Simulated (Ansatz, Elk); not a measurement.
# How far do independent atoms describe Nb2BN?

Structure refinements treat a crystal as free atoms side by side. For a made-up structure of Nb2BN (cell and positions from a r2SCAN relaxation) the runs below show what the calculated density changes in F(hkl).

Main program and level: Elk 11.2.3 (patched build); DFT, PBE, all-electron APW+lo, Dirac cores, scalar-relativistic bands, static density, no spin.

The structure was built from a prototype and need not be the compound's stable phase.

### Step 1. The structure

It takes space group R-3m (No. 166, trigonal). Conventional cell: a = 3.182 Å, b = 3.182 Å, c = 15.748 Å, α = 90.00°, β = 90.00°, γ = 120.00°. Nb has 3 B at 2.24 Å and 3 N at 2.28 Å nearest. Nearest to N lie 6 Nb at 2.28 Å. Nearest to B lie 6 Nb at 2.24 Å. Farther neighbours and most contacts between anions are not listed.

### Step 2. Ground state and structure factors

An all-electron density is needed, since X-rays see the cores too. Task 0 finds the density and task 195 Fourier-transforms it; tshift is off so that phases refer to the origin typed.

File elk.in:

```
tasks
  0
  195

xctype
  20

spinpol
  .false.

rgkmax
  7.0

gmaxvr
  14.0

lmaxo
  7

lmaxapw
  8

swidth
  0.002

tshift
  .false.

ramdisk
  .false.

hmaxvr
  5.5

maxscl
  120

epspot
  1e-06

sppath
  './'

avec
  3.00691726538 1.73604449260 9.91984389861
  -3.00691726538 1.73604449260 9.91984389861
  0.00000000000 -3.47208898520 9.91984389861

atoms
  3
  'Nb.in'
  2
  0.2523477368 0.2523477368 0.2523477368   0.000000 0.000000 0.000000
  0.7476522632 0.7476522632 0.7476522632   0.000000 0.000000 0.000000
  'N.in'
  1
  0.5000000000 0.5000000000 0.5000000000   0.000000 0.000000 0.000000
  'B.in'
  1
  0.0000000000 0.0000000000 0.0000000000   0.000000 0.000000 0.000000

ngridk
  8 8 8
```

Started as:

```
OMP_NUM_THREADS=4 elk
```

Numbers of over 12 decimals in the logs are rounded to 6 here.

The program printed:

```text
┌─────────────────────────┐
│ Elk code version 11.2.3 │
└─────────────────────────┘

All units are atomic (Hartree, Bohr, etc.)

┌─────────────────────────────────────────────────┐
│ Ground-state run starting from atomic densities │
└─────────────────────────────────────────────────┘

Lattice vectors :
   3.006917265       1.736044493       9.919843899
  -3.006917265       1.736044493       9.919843899
   0.000000000      -3.472088985       9.919843899

Reciprocal lattice vectors :
   1.044788525      0.6032089360      0.2111318609
  -1.044788525      0.6032089360      0.2111318609
 -0.3473159192E-16  -1.206417872      0.2111318609

Unit cell volume      :    310.6979720
Brillouin zone volume :   0.7983644432

Muffin-tin inner radius fraction :   0.1000000000E-01

Nuclei treated as point charges

Species : 1 (Nb)
 parameters loaded from : Nb.in
 name : niobium
 nuclear charge    :   -41.00000000
 electronic charge :    41.00000000
 atomic mass :    169357.9704
 muffin-tin radius :    2.462084599
 number of radial points in muffin-tin :   1193
 inner part over the whole radius :   0.9956711337E-02
 number on inner part of muffin-tin    :    847
 approximate nuclear radius :   0.8268951942E-04
 number of mesh points to nuclear radius :    420
 atomic positions (lattice), magnetic fields (Cartesian) :
  1 :   0.25234774  0.25234774  0.25234774    0.00000000  0.00000000  0.00000000
  2 :  -0.25234774 -0.25234774 -0.25234774    0.00000000  0.00000000  0.00000000

Species : 2 (N)
 parameters loaded from : N.in
 name : nitrogen
 nuclear charge    :   -7.000000000
 electronic charge :    7.000000000
 atomic mass :    25532.65216
 muffin-tin radius :    1.795702236
 number of radial points in muffin-tin :    593
 inner part over the whole radius :   0.9926753437E-02
 number on inner part of muffin-tin    :    407
 approximate nuclear radius :   0.4939692610E-04
 number of mesh points to nuclear radius :    170
 atomic positions (lattice), magnetic fields (Cartesian) :
  1 :   0.50000000  0.50000000  0.50000000    0.00000000  0.00000000  0.00000000

Species : 3 (B)
 parameters loaded from : B.in
 name : boron
 nuclear charge    :   -5.000000000
 electronic charge :    5.000000000
 atomic mass :    19707.24742
 muffin-tin radius :    1.708599639
 number of radial points in muffin-tin :    593
 inner part over the whole radius :   0.9879110672E-02
 number on inner part of muffin-tin    :    404
 approximate nuclear radius :   0.4534157419E-04
 number of mesh points to nuclear radius :    162
 atomic positions (lattice), magnetic fields (Cartesian) :
  1 :   0.00000000  0.00000000  0.00000000    0.00000000  0.00000000  0.00000000

Total number of atoms per unit cell :    4
Total muffin-tin volume :    170.1817042
 ratio of muffin-tin to unit cell volume :   0.5477399903

Spin treatment :
 spin-unpolarised

Number of Bravais lattice symmetries :   12
Number of crystal symmetries         :   12
Crystal has inversion symmetry
Real symmetric eigensolver will be used

k-point grid :      8     8     8
k-point offset :    0.000000000       0.000000000       0.000000000
k-point set is reduced with full crystal symmetry group
Total number of k-points :       65

Muffin-tin radius times maximum |G+k| :    7.000000000
 using average radius
Maximum |G+k| for APW functions       :    3.322073453
Maximum (1/2)|G+k|²                   :    5.518086014
Maximum |G| for potential and density :    14.00000000
Constant for pseudocharge density :    9
 order of it for each species :   16  16  16
 order of it for pair densities of each species (exact exchange by exxq0 0: 17) :   13   5   5
Radial integration step length :    1

G-vector grid sizes :     48    48    48
Number of G-vectors :    14445

Maximum angular momentum used for
 APW functions            :    8
 outer part of muffin-tin :    7
 inner part of muffin-tin :    2

Total nuclear charge    :   -94.00000000
Total core charge       :    60.00000000
Total valence charge    :    34.00000000
[...]
correlation                 :     -4.667054
 electron entropic           :    -0.47902037791667E-03
 total energy                :     -7721.5396259029

Density of states at Fermi energy :    37.68199986
 (states/Hartree/unit cell)

Estimated indirect band gap :   0.9043632281E-03
 from k-point 29 to k-point 29
Estimated direct band gap   :   0.9043632281E-03
 at k-point 29

Charges :
 core                        :    60.00000000
 valence                     :    34.00000000
 interstitial                :    5.692982099
 muffin-tins (core leakage)
  species : 1 (Nb)
   atom 1                    :    38.13004137     (  0.2557752794E-05)
   atom 2                    :    38.13004137     (  0.2557752794E-05)
  species : 2 (N)
[...]
species : 3 (B)
[...]
total in muffin-tins        :    88.30701790
 total calculated charge     :    93.99646872
 total charge                :    94.00000000
 error                       :   0.3531281985E-02

RMS change in Kohn-Sham potential (target) :    2.074850202     (  0.1000000000E-05)
Absolute change in total energy (target)   :   0.1874381475     (  0.1000000000E-03)

[... loops 3 to 17 left out ...]

┌──────────────────┐
│ Loop number : 18 │
└──────────────────┘

Energies :
 Fermi                       :     0.462939
 sum of occupied eigenvalues :     -4564.7539687993
 electron kinetic            :      7987.8013405772
 core electron kinetic       :      7810.7955378975
 Coulomb                     :     -15459.285719811
 Coulomb potential           :     -12227.982515213
 nuclear-nuclear             :     -985.75791723536
 electron-nuclear            :     -16743.802329028
 Hartree                     :      2270.2745264528
 Madelung                    :     -9345.2944622043
 xc potential                :     -324.57279416315
 exchange                    :     -244.48214362852
 correlation                 :     -4.699712
 electron entropic           :    -0.43934117594434E-03
 total energy                :     -7720.6666746830

Density of states at Fermi energy :    32.25415491
 (states/Hartree/unit cell)

Estimated indirect band gap :   0.1084130020E-02
 from k-point 47 to k-point 36
Estimated direct band gap   :   0.9001522749E-02
 at k-point 2

Charges :
 core                        :    60.00000000
 valence                     :    34.00000000
 interstitial                :    5.646360266
 muffin-tins (core leakage)
  species : 1 (Nb)
[...]
species : 2 (N)
[...]
species : 3 (B)
[...]
total in muffin-tins        :    88.35363973
 total calculated charge     :    93.99718465
 total charge                :    94.00000000
 error                       :   0.2815350452E-02

RMS change in Kohn-Sham potential (target) :   0.4381856682E-06 (  0.1000000000E-05)
Absolute change in total energy (target)   :   0.9563466847E-05 (  0.1000000000E-03)

Convergence targets achieved

┌──────────────────┐
│ Loop number : 19 │
└──────────────────┘

Energies :
 Fermi                       :     0.462939
 sum of occupied eigenvalues :     -4564.7539706241
 electron kinetic            :      7987.8013357706
 core electron kinetic       :      7810.7955328769
 Coulomb                     :     -15459.285718062
 Coulomb potential           :     -12227.982511998
 nuclear-nuclear             :     -985.75791723536
 electron-nuclear            :     -16743.802328819
 Hartree                     :      2270.2745279922
 Madelung                    :     -9345.2944620632
 xc potential                :     -324.57279439668
 exchange                    :     -244.48214354870
 correlation                 :     -4.699712
 electron entropic           :    -0.43934126772086E-03
 total energy                :     -7720.6666776644

Density of states at Fermi energy :    32.25416422
 (states/Hartree/unit cell)

Estimated indirect band gap :   0.1084117543E-02
 from k-point 47 to k-point 36
Estimated direct band gap   :   0.9001531015E-02
 at k-point 2

Charges :
 core                        :    60.00000000
 valence                     :    34.00000000
 interstitial                :    5.646360292
 muffin-tins (core leakage)
  species : 1 (Nb)
[...]
atom 2                    :    38.94062400     (  0.2332937065E-05)
  species : 2 (N)
   atom 1                    :    6.530142488     ( -0.7035338045E-07)
  species : 3 (B)
   atom 1                    :    3.942249215     (  0.1342159585E-03)
 total in muffin-tins        :    88.35363971
 total calculated charge     :    93.99718465
 total charge                :    94.00000000
 error                       :   0.2815350305E-02

┌──────────────────────────────┐
│ Self-consistent loop stopped │
└──────────────────────────────┘

Warning : core states of species 3 leak from the muffin-tin :   0.1342159585E-03

Wrote STATE.OUT
```

Wall time 27 s (4 threads of Intel Xeon Platinum 8488C (Sapphire Rapids), shared host); peak memory 0.18 GiB.

SFACRHO.OUT:

```text

h k l indices transformed by vhmat matrix:
   1.000000000       0.000000000       0.000000000    
   0.000000000       1.000000000       0.000000000    
   0.000000000       0.000000000       1.000000000    

      h      k      l  multipl.   |H|            Re(F)            Im(F)           |F|

      0      0      0      1   0.0000000       94.000000      0.12108538E-16   94.000000    
      1      1      1      2  0.63339558       1.4611789      0.92768439E-14   1.4611789    
      0      0     -1      6   1.2247533      -2.8586965     -0.23312574E-14   2.8586965    
     -2     -2     -2      2   1.2667912      -56.786822      0.16409094E-13   56.786822    
      0     -1     -1      6   1.2781826      -56.869551      0.43915811E-14   56.869551    
      2      1      1      6   1.4726407       69.069163     -0.88489236E-14   69.069163    
     -1     -2     -2      6   1.6030785      -6.0783437     -0.90612177E-14   6.0783437    
      3      3      3      2   1.9001867      -8.7382703      0.25459975E-13   8.7382703    
     -2     -2     -3      6   1.9077999       4.3008721     -0.14344699E-13   4.3008721    
     -3     -3     -2      6   2.0756566       59.165052      0.14012450E-13   59.165052    
      0      1     -1      6   2.0895770       59.326522      0.88819939E-17   59.326522    
      0     -1     -2     12   2.1834656       1.2371748     -0.62689127E-14   1.2371748    
     -1      1      1      6   2.4220555      -1.5822233      0.14802332E-14   1.5822233    
      4      3      3      6   2.4316888      -45.800931     -0.13119528E-13   45.800931    
      1      2      3     12   2.4435818      -46.048231     -0.11645301E-13   46.048231    
      0      2      0      6   2.4495067      -46.143777     -0.33997445E-14   46.143777    
      4      4      4      2   2.5335823       53.007247     -0.21886808E-13   53.007247    
     -2     -2      0      6   2.5563652       53.445161      0.57751249E-14   53.445161
```

Elk indexes on the primitive cell of elk.in and gives |H| = 4π sin θ/λ in inverse bohr. Below, one row stands for each form hkl of the conventional cell (m members, Friedel mates merged), F is for one primitive cell and the density is static (no thermal factor). Free-atom factors are Waasmaier and Kirfel's, and R is Σm||F|−|F'||/Σm|F|.

```csv
hkl,m,sin θ/λ (Å⁻¹),"abs F, DFT",neutral atoms,diff.
003,2,0.095,1.461,1.232,+0.230
101,6,0.184,2.859,2.917,-0.059
006,2,0.191,56.787,57.779,-0.992
012,6,0.192,56.870,57.882,-1.012
104,6,0.222,69.069,69.114,-0.044
015,6,0.241,6.078,6.084,-0.005
009,2,0.286,8.738,8.827,-0.089
107,6,0.287,4.301,4.506,-0.205
018,6,0.312,59.165,59.079,+0.086
110,6,0.314,59.327,59.259,+0.067
113,12,0.328,1.237,1.279,-0.041
021,6,0.364,1.582,1.625,-0.043
1 0 10,6,0.366,45.801,45.457,+0.344
116,12,0.367,46.048,45.700,+0.348
202,6,0.368,46.144,45.822,+0.322
0 0 12,2,0.381,53.007,52.806,+0.201
024,6,0.384,53.445,53.233,+0.212
0 1 11,6,0.394,7.089,7.095,-0.005
```

### Step 3. The highest occupied states alone

An energy window below the Fermi level keeps the highest occupied states, to see at which angles they scatter; shallow core shells can lie inside it and anion s states outside. No new self-consistency is needed.

Edit elk.in of step 2 so:

```diff
@@ -1,3 +1,2 @@
 tasks
-  0
   195
@@ -40,2 +39,5 @@
 
+wsfac
+  0.095450 0.762940
+
 sppath
```

Started as:

```
OMP_NUM_THREADS=4 elk
```

The program printed:

```text
┌─────────────────────────────────┐
│ Elk code version 11.2.3 started │
└─────────────────────────────────┘

Info(readinput): the functional depends on the density's gradient
 muffin-tin radial points multiplied by    2.00000
 (not where nrmtscf is given)

┌────────────────────┐
│ Current task : 195 │
└────────────────────┘
Info(checkmt): changed muffin-tin radius of species 1 (Nb) from   2.6000 to   2.4621
Info(checkmt): changed muffin-tin radius of species 2 (N) from   1.8000 to   1.7957
Info(checkmt): changed muffin-tin radius of species 3 (B) from   1.8000 to   1.7086

Info(sfacrho): density structure factors written to SFACRHO.OUT

 Energy window :   0.9545000000E-01  0.7629400000

┌──────────────────┐
│ Elk code stopped │
└──────────────────┘
```

Wall time 3.4 s (4 threads); peak memory 0.16 GiB.

States within 10 eV below the Fermi level hold 16.00 electrons; any levels below the window count with the cores. Their amplitudes can exceed the total, where window and core parts have opposite phase:

```csv
hkl,sin θ/λ (Å⁻¹),"abs F, window","abs F, all"
003,0.095,0.004,1.461
101,0.184,0.828,2.859
006,0.191,1.510,56.787
012,0.192,1.536,56.870
104,0.222,3.364,69.069
015,0.241,0.904,6.078
009,0.286,0.708,8.738
107,0.287,0.909,4.301
018,0.312,1.235,59.165
110,0.314,1.184,59.327
```

### Step 4. Another functional

The difference from free atoms is small, so it is set against the change that PBEsol makes.

Edit elk.in of step 3 so:

```diff
@@ -1,2 +1,3 @@
 tasks
+  0
   195
@@ -4,3 +5,3 @@
 xctype
-  20
+  22
 
@@ -39,5 +40,2 @@
 
-wsfac
-  0.095450 0.762940
-
 sppath
```

Started as:

```
OMP_NUM_THREADS=4 elk
```

The program printed:

```text
┌─────────────────────────┐
│ Elk code version 11.2.3 │
└─────────────────────────┘

All units are atomic (Hartree, Bohr, etc.)

┌─────────────────────────────────────────────────┐
│ Ground-state run starting from atomic densities │
└─────────────────────────────────────────────────┘

Lattice vectors :
   3.006917265       1.736044493       9.919843899
  -3.006917265       1.736044493       9.919843899
   0.000000000      -3.472088985       9.919843899

Reciprocal lattice vectors :
   1.044788525      0.6032089360      0.2111318609
[...]
muffin-tins (core leakage)
  species : 1 (Nb)
[...]
species : 2 (N)
   atom 1                    :    6.506273242     ( -0.6222056292E-07)
  species : 3 (B)
   atom 1                    :    3.929896466     (  0.1393627998E-03)
 total in muffin-tins        :    88.33216172
 total calculated charge     :    93.99719069
 total charge                :    94.00000000
 error                       :   0.2809306460E-02

┌──────────────────────────────┐
│ Self-consistent loop stopped │
└──────────────────────────────┘

Warning : core states of species 3 leak from the muffin-tin :   0.1393627998E-03

Wrote STATE.OUT
[key lines of the parts left out:]
total energy                :     -7716.1805358321
```

It took 30 s on 4 threads; peak memory 0.18 GiB.

Against the first run R = 0.02 %; the largest change is -0.042 at 104.

### Step 5. Basis size

A smaller basis shows how fast F responds to it; the change is likely larger than the basis error of the first run, but doesn't show convergence.

Edit elk.in of step 4 so:

```diff
@@ -5,3 +5,3 @@
 xctype
-  22
+  20
 
@@ -11,3 +11,3 @@
 rgkmax
-  7.0
+  5.5
```

Started as:

```
OMP_NUM_THREADS=4 elk
```

The program printed:

```text
┌─────────────────────────┐
│ Elk code version 11.2.3 │
└─────────────────────────┘

All units are atomic (Hartree, Bohr, etc.)

┌─────────────────────────────────────────────────┐
│ Ground-state run starting from atomic densities │
└─────────────────────────────────────────────────┘

Lattice vectors :
   3.006917265       1.736044493       9.919843899
  -3.006917265       1.736044493       9.919843899
   0.000000000      -3.472088985       9.919843899

Reciprocal lattice vectors :
   1.044788525      0.6032089360      0.2111318609
[...]
muffin-tins (core leakage)
  species : 1 (Nb)
[...]
species : 2 (N)
   atom 1                    :    6.489673847     ( -0.7107106281E-07)
  species : 3 (B)
   atom 1                    :    3.918722211     (  0.1336871466E-03)
 total in muffin-tins        :    88.22974850
 total calculated charge     :    93.99788253
 total charge                :    94.00000000
 error                       :   0.2117467492E-02

┌──────────────────────────────┐
│ Self-consistent loop stopped │
└──────────────────────────────┘

Warning : core states of species 3 leak from the muffin-tin :   0.1336871466E-03

Wrote STATE.OUT
[key lines of the parts left out:]
total energy                :     -7720.6080746261
```

Run time: 25 s. Hardware: 4 threads; peak memory 0.18 GiB; 76 s of CPU time.

Against the first run R = 0.04 %; the largest change is -0.048 at 104.

### Step 6. Basis size

The basis and the expansions that go with it are enlarged, to see whether the differences are converged.

Edit elk.in of step 5 so:

```diff
@@ -11,12 +11,12 @@
 rgkmax
-  5.5
+  8.5
 
 gmaxvr
-  14.0
+  18.0
 
 lmaxo
-  7
+  9
 
 lmaxapw
-  8
+  10
```

Started as:

```
OMP_NUM_THREADS=4 elk
```

The program printed:

```text
┌─────────────────────────┐
│ Elk code version 11.2.3 │
└─────────────────────────┘

All units are atomic (Hartree, Bohr, etc.)

┌─────────────────────────────────────────────────┐
│ Ground-state run starting from atomic densities │
└─────────────────────────────────────────────────┘

Lattice vectors :
   3.006917265       1.736044493       9.919843899
  -3.006917265       1.736044493       9.919843899
   0.000000000      -3.472088985       9.919843899

Reciprocal lattice vectors :
   1.044788525      0.6032089360      0.2111318609
[...]
muffin-tins (core leakage)
  species : 1 (Nb)
[...]
species : 2 (N)
   atom 1                    :    6.536188839     ( -0.7015772763E-07)
  species : 3 (B)
   atom 1                    :    3.945404813     (  0.1342930523E-03)
 total in muffin-tins        :    88.36902670
 total calculated charge     :    93.99967237
 total charge                :    94.00000000
 error                       :   0.3276287924E-03

┌──────────────────────────────┐
│ Self-consistent loop stopped │
└──────────────────────────────┘

Warning : core states of species 3 leak from the muffin-tin :   0.1342930523E-03

Wrote STATE.OUT
[key lines of the parts left out:]
total energy                :     -7720.6707360243
```

It took 62 s on 4 threads; peak memory 0.31 GiB.

Against the first run R = 0.01 %; the largest change is +0.009 at 036.

### Step 7. Settings against the effect

```csv
run,R against the first run (%),"R against neutral atoms, low angle (%)",wall time
"PBE, rgkmax 7",0.00,1.09,27 s
PBEsol,0.02,1.10,30 s
rgkmax 5.5,0.04,1.12,25 s
rgkmax 8.5 with larger expansions,0.01,1.09,62 s
```

### Step 8. What came out

```json
{"R against neutral atoms, sin θ/λ < 0.3 Å⁻¹": "1.09 %", "R against neutral atoms, 0.3 to 0.82 Å⁻¹": "0.33 %"}
```

**Reading.** Independent neutral atoms miss the calculated amplitudes by R = 1.09 % below 0.3 Å⁻¹ and 0.33 % from there to 0.82 Å⁻¹; by shells, 15.71 % below 0.15 Å⁻¹ (1 form), 1.05 % 0.15 to 0.3 (7 forms), 0.49 % 0.3 to 0.45 (14 forms), 0.30 % above 0.45 (84 forms). Bonding, aspherical density and the tables' own atoms all enter these figures, and the runs don't part them. The largest change of an amplitude is -1.01 electrons, at 012. Weak lines can change much in proportion: 003 goes from 1.23 to 1.46. The window's part falls from 16.0 electrons at the origin to at most 0.30 between 0.45 and 0.82 Å⁻¹. Below 0.3 Å⁻¹ the changes that finished (PBEsol, rgkmax 5.5 and rgkmax 8.5 with larger expansions) move F by R = 0.06 % at most, against the 1.09 % that separates it from free atoms. The k-mesh has no finished test. These runs have no spin, though d or f shells may be open. Part of the difference isn't bonding: the tables are fits to free atoms and ions calculated by other methods than this functional. Thermal motion, anomalous dispersion and extinction are left out.

[Logs are printed without paths, hosts, clocks, repeated set-up lines and the standing remarks that a program may print on its own settings, such as how far it seeks lower states.]

[Hosts, paths, dates, database ids (printed as entryN), source tags and the programs' standing remarks are cut or masked in the printed files.]
